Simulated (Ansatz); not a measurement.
The crystal is Sb2Se3 (Antimonselite).

It takes space group Pnma (No. 62, orthorhombic). Conventional cell: a = 11.770 Å, b = 3.962 Å, c = 11.620 Å, α = 90.00°, β = 90.00°, γ = 90.00°. Nearest to Sb lie 6 Se at 2.66 to 3.26 Å. Nearest to Sb lie 5 Se at 2.58 to 2.98 Å. Nearest to Se lie 5 Sb at 2.58 to 3.22 Å. Nearest to Se lie 3 Sb at 2.66 to 3.26 Å. Se has 3 Sb at 2.66 to 2.78 Å nearest. Farther neighbours and most contacts between anions are not listed.

```
Sb Se
1.0
    11.77000    0.00000    0.00000
     0.00000    3.96200    0.00000
     0.00000    0.00000   11.62000
Sb Se
8 12
Direct
  0.03050 0.25000 0.32800
  0.96950 0.75000 0.67200
  0.46950 0.75000 0.82800
  0.53050 0.25000 0.17200
  0.14780 0.75000 0.03970
  0.85220 0.25000 0.96030
  0.35220 0.25000 0.53970
  0.64780 0.75000 0.46030
  0.05340 0.25000 0.87320
  0.94660 0.75000 0.12680
  0.44660 0.75000 0.37320
  0.55340 0.25000 0.62680
  0.13020 0.75000 0.44340
  0.86980 0.25000 0.55660
  0.36980 0.25000 0.94340
  0.63020 0.75000 0.05660
  0.21320 0.25000 0.19350
  0.78680 0.75000 0.80650
  0.28680 0.75000 0.69350
  0.71320 0.25000 0.30650
```

The cell and positions come from the Crystallography Open Database and are kept as given unless a step says otherwise. Spin-orbit coupling is left out unless a run names it. PAW set soft_2, made with PBE.

Gaps computed with Ansatz 0.2.0 without a self-energy: PBE 0.97 eV and HSE06 1.49 eV.

Estimate the G0W0@PBE gap with 2×4×2 mesh, 1419 empty bands, screening to 110 eV, default PAW files.

About 1.37 eV: on its mesh the run moves the gap from 1.03 eV by +0.34 eV. A band edge moves to another state on the way. Among the scalar-relativistic levels given, HSE06 is nearest (+0.12 eV). Bands and cutoff are finite, so the gap is not at the basis limit. The miss can reach some tenths of an eV and take either sign; the mesh is an error of its own. The 2×4×2 mesh is coarse for this cell (its supercell is 16 Å along the shortest edge). The RPA ε∞ on it, from the PBE start, is 11.72, 17.69 and 18.45; such meshes misread the long-range screening, most where the gap is narrow. The many-body steps are scalar-relativistic: spin-orbit coupling is not in them.

[Paths, hosts, dates, memory and timing lines, banners, echoed tables and standing remarks are left out of the program output.]

[Logs are printed without paths, hosts, clocks, repeated set-up lines and the standing remarks that a program may print on its own settings, such as how far it seeks lower states.]

[Runs of the session that timed out or met a known fault of the program may be left out.]

[Cells called generated may have been cut or substituted from an entry of the Crystallography Open Database or the Materials Project.]

[Hosts, paths, dates, database ids (printed as entryN), source tags and the programs' standing remarks are cut or masked in the printed files.]
